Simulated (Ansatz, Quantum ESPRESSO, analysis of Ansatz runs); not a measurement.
# Na2CrO4 (Cmcm), V_Na hop (3.8 Å): attempt frequency at charge −1, part 2 of 2

Aim: the prefactor of a hop in Na2CrO4 (Cmcm) (V_Na hop (3.8 Å), charge −1) from the modes of the moving atom at the start and at the top of a path found beforehand. Model: a cell of 56 host atoms with 1 Na taken out.

Ansatz 0.2.0; plane-wave PAW DFT, PBEsol; finite-difference force constants of the moving atom alone.

So far. Step 2 (Vibrations of the moving atom at the start point): The three modes are 157, 181 and 203 cm⁻¹: all real, a minimum for this atom with the others held.

## 3. Vibrations of the moving atom at the top of the path

The same at the top, where the mode along the path should be imaginary.

Contents of qm1.top.modes/input.yaml:

```yaml
crystal:
  lattice:
    - [0.0, 9.21092277, 7.09648259]
    - [5.85930775, 0.0, 7.09648259]
    - [5.85930775, 9.21092277, 0.0]
  atoms:
    - { symbol: Na, position: [0.04054084, 0.20716864, 0.27840124] }
    - { symbol: Na, position: [0.05216276, 0.18284061, 0.77088558] }
[... 6 atom lines left out ...]
    - { symbol: Na, position: [0.40774568, 0.4810408, 0.71741738] }
[... 2 atom lines left out ...]
    - { symbol: Na, position: [-0.00432425, 0.49762932, 0.00024727] }
[... 5 atom lines left out ...]
    - { symbol: Cr, position: [0.71211443, 0.55272907, 0.43390979] }
[... 1 atom line left out ...]
    - { symbol: Cr, position: [0.30098232, 0.44205146, 0.06605283] }
    - { symbol: Cr, position: [0.28859504, 0.44339845, 0.54867205] }
[... 2 atom lines left out ...]
    - { symbol: O, position: [0.15761267, 0.40546432, 0.09867829] }
[... 6 atom lines left out ...]
    - { symbol: O, position: [0.6853063, 0.40166233, 0.57345709] }
[... 5 atom lines left out ...]
    - { symbol: O, position: [0.35201341, 0.58342742, 0.91708988] }
[... 5 atom lines left out ...]
    - { symbol: O, position: [0.53461406, 0.70673906, 0.51172352] }
    - { symbol: O, position: [0.46187559, 0.28617939, 0.48471232] }
[... 2 atom lines left out ...]
    - { symbol: O, position: [0.95572398, 0.77558107, 1.00039512] }
[... 5 atom lines left out ...]
    - { symbol: O, position: [0.20699632, 0.51282906, 0.72128456] }
[... 1 atom line left out ...]
    - { symbol: O, position: [0.75174219, 0.00097154, 0.71943915] }
  symmetry: { detect: false }
total_charge: -1
basis:
  ecutwfc: 420
  xc_grid: 2
hamiltonian:
  xc: pbesol
kpoints:
  mp_grid: { grid: [1, 1, 1], shift: [0.25, 0.25, 0.25] }
scf:
  occupations: { method: fixed }
  max_iter: 150
phonons:
  supercell: [1, 1, 1]
  displaced_sites: [8]
  amplitude: 0.02
```

Started as:

```bash
> ansatz run input.yaml --threads 16 --pin off --max-ram 26378MiB --backend cpu --events-out ev --progress --plain --runs-dir out
```

Numbers of over 12 decimals in the logs are rounded to 6 here.

What it wrote:

```text
[...]
Crystal: 55 atoms, lattice volume = 765.989 Å³
Basis set: ecut = 420 eV, 15027 PW (Γ), exchange–correlation on 160×128×150 points (8 copies of the dense FFT grid, shifted against one another)
Bands: 275, of which v1, the nominal top of the filled ones, is band 220 counted from 1 (219 counted from 0)
Symmetry: 1 space group operations
k-points: 1
[...]
SCF iter   1: F=—  HF=-66899.268827 eV  |F-HF|=—  |Δ(HF+E_count)|=         —  Δρ=1.43e-2  dr2=1.15e0  ethr=1.77e-3  ⟨swp⟩=4.0  Hψ=831  notcnv=0  defer=41
[...]
SCF iter  20: F=-66898.898418 eV  HF=-66898.898418 eV  |F-HF|=4.37e-11  |Δ(HF+E_count)|=  1.16e-10  Δρ=8.25e-8  dr2=6.62e-11  ethr=1.00e-12  ⟨swp⟩=10.0  Hψ=1137  notcnv=0
SCF 1 converged in 20 iterations: F = -66898.898418 eV  dr2 = 6.62e-11
[...]
SCF iter  15: F=-66898.897876 eV  HF=-66898.897876 eV  |F-HF|=7.28e-11  |Δ(HF+E_count)|=  8.73e-11  Δρ=6.58e-8  dr2=3.49e-11  ethr=1.00e-12  ⟨swp⟩=3.0  Hψ=710  notcnv=0
SCF 2 converged in 15 iterations: F = -66898.897876 eV  dr2 = 3.49e-11
[...]
SCF iter  10: F=-66898.897884 eV  HF=-66898.897884 eV  |F-HF|=7.28e-11  |Δ(HF+E_count)|=  5.82e-11  Δρ=7.40e-8  dr2=3.95e-11  ethr=1.00e-12  ⟨swp⟩=2.0  Hψ=728  notcnv=0
SCF 3 converged in 10 iterations: F = -66898.897884 eV  dr2 = 3.95e-11
[...]
SCF iter  15: F=-66898.897320 eV  HF=-66898.897320 eV  |F-HF|=1.46e-11  |Δ(HF+E_count)|=  5.82e-11  Δρ=9.78e-8  dr2=8.77e-11  ethr=1.00e-12  ⟨swp⟩=2.0  Hψ=710  notcnv=0
SCF 4 converged in 15 iterations: F = -66898.897320 eV  dr2 = 8.77e-11
[...]
SCF iter  10: F=-66898.897517 eV  HF=-66898.897517 eV  |F-HF|=1.46e-11  |Δ(HF+E_count)|=  2.91e-11  Δρ=7.31e-8  dr2=3.30e-11  ethr=1.00e-12  ⟨swp⟩=3.0  Hψ=691  notcnv=0
SCF 5 converged in 10 iterations: F = -66898.897517 eV  dr2 = 3.30e-11
[...]
SCF iter  15: F=-66898.897675 eV  HF=-66898.897675 eV  |F-HF|=7.28e-11  |Δ(HF+E_count)|=  8.73e-11  Δρ=1.02e-7  dr2=8.93e-11  ethr=1.00e-12  ⟨swp⟩=2.0  Hψ=732  notcnv=0
SCF 6 converged in 15 iterations: F = -66898.897675 eV  dr2 = 8.93e-11
[...]
SCF iter  10: F=-66898.897994 eV  HF=-66898.897994 eV  |F-HF|=1.46e-11  |Δ(HF+E_count)|=  2.91e-11  Δρ=6.40e-8  dr2=2.69e-11  ethr=1.00e-12  ⟨swp⟩=2.0  Hψ=729  notcnv=0
SCF 7 converged in 10 iterations: F = -66898.897994 eV  dr2 = 2.69e-11
SCF converged after 20 iterations
Free energy (F): -66898.898418 eV
[...]
Internal energy: -66898.898418 eV  (E = F + TS)
E sigma→0 (E₀):  -66898.898418 eV
Fermi energy:    2.718142 eV
[...]
--- Forces (eV/Å), atoms counted from 1 ---
  atom   1  Na     0.00529591    -0.00235279    -0.00362293
  atom   2  Na    -0.00274069    -0.00045021    -0.00437936
  [... 6 atoms left out ...]
  atom   9  Na     0.00014049    -0.00542892    -0.00761066
  [... 2 atoms left out ...]
  atom  12  Na     0.00130733     0.00647401    -0.00178302
  [... 5 atoms left out ...]
  atom  18  Cr    -0.00223338    -0.03765970     0.00931568
  [... 1 atom left out ...]
  atom  20  Cr    -0.03055780     0.00693833    -0.00752314
  atom  21  Cr    -0.00692945     0.01130785    -0.00244382
  [... 2 atoms left out ...]
  atom  24  O      0.00068683     0.00920156    -0.00224900
  [... 6 atoms left out ...]
  atom  31  O      0.00331260     0.01788877     0.00393770
  [... 5 atoms left out ...]
  atom  37  O      0.01306731    -0.00157921    -0.00701334
  [... 5 atoms left out ...]
  atom  43  O     -0.00704122     0.01164880     0.01699933
  [... 9 atoms left out ...]
  atom  53  O     -0.00864144    -0.01252619    -0.00868698
  [... 2 atoms left out ...]
  max |Σ_I F_I| component: 1.34e-6 eV/Å
--- Band table (eV) ---
[...]
transpose residual: 9.7e-4 eV/Å²
[...]
frequencies among the named sites at Γ of the cell (cm⁻¹): -24.02 210.93 285.61
  unstable modes among the named sites: 1
  frequencies as built, with no sum rule (cm⁻¹): -24.06 210.93 285.61
  zero-point energy: 0.030781 eV/cell   skipped modes (ω ≤ 0): 1, of them read as no rigid motion or as one in doubt: 1 (1.000e0 modes/cell left out, lowest -24.02 cm⁻¹)
[...]
```

Run time: 60 s. Hardware: 16 threads of Arm Neoverse N1, shared host; peak memory 1.6 GiB.

Read from the output:

| Quantity | Value |
| --- | --- |
| free energy | -66898.8984 eV |
| frequencies of moving atom | -24.02, 210.9, 285.6 cm⁻¹ (negative: imaginary) |

The three modes are 24i, 211 and 286 cm⁻¹: one imaginary, a saddle of first order for this atom with the others held.

## 4. Attempt frequency and hop rate

Analysis of the runs above: harmonic transition-state theory from the moving atom's modes alone (Vineyard), PBEsol.

It gives:

```yaml
attempt_frequency: 2.880 THz
```

The hop rate by temperature:

```csv
temperature (K),hop rate (1/s)
200,0.00122
300,162
400,59195
600,2.2e7
800,4.1e8
1000,2.4e9
```

## 5. Summary of results

| Item | Value |
| --- | --- |
| attempt frequency (attempt frequency and hop rate) | 2.88 THz |

**Reading.** The attempt frequency, the product of the three frequencies at the start over that of the two real ones at the top (Vineyard), is 2.9 THz. With the barrier of 0.61 eV it gives 2.2e+07 hops a second at 600 K along this one path; equivalent neighbouring sites multiply that. The host's atoms were held, though they move along the path too, so the prefactor is rough. Limits: one k-point off the zone centre stands for the whole zone.

[Logs are printed without paths, hosts, clocks, repeated set-up lines and the standing remarks that a program may print on its own settings, such as how far it seeks lower states.]

[Hosts, paths, dates, database ids (printed as entryN), source tags and the programs' standing remarks are cut or masked in the printed files.]
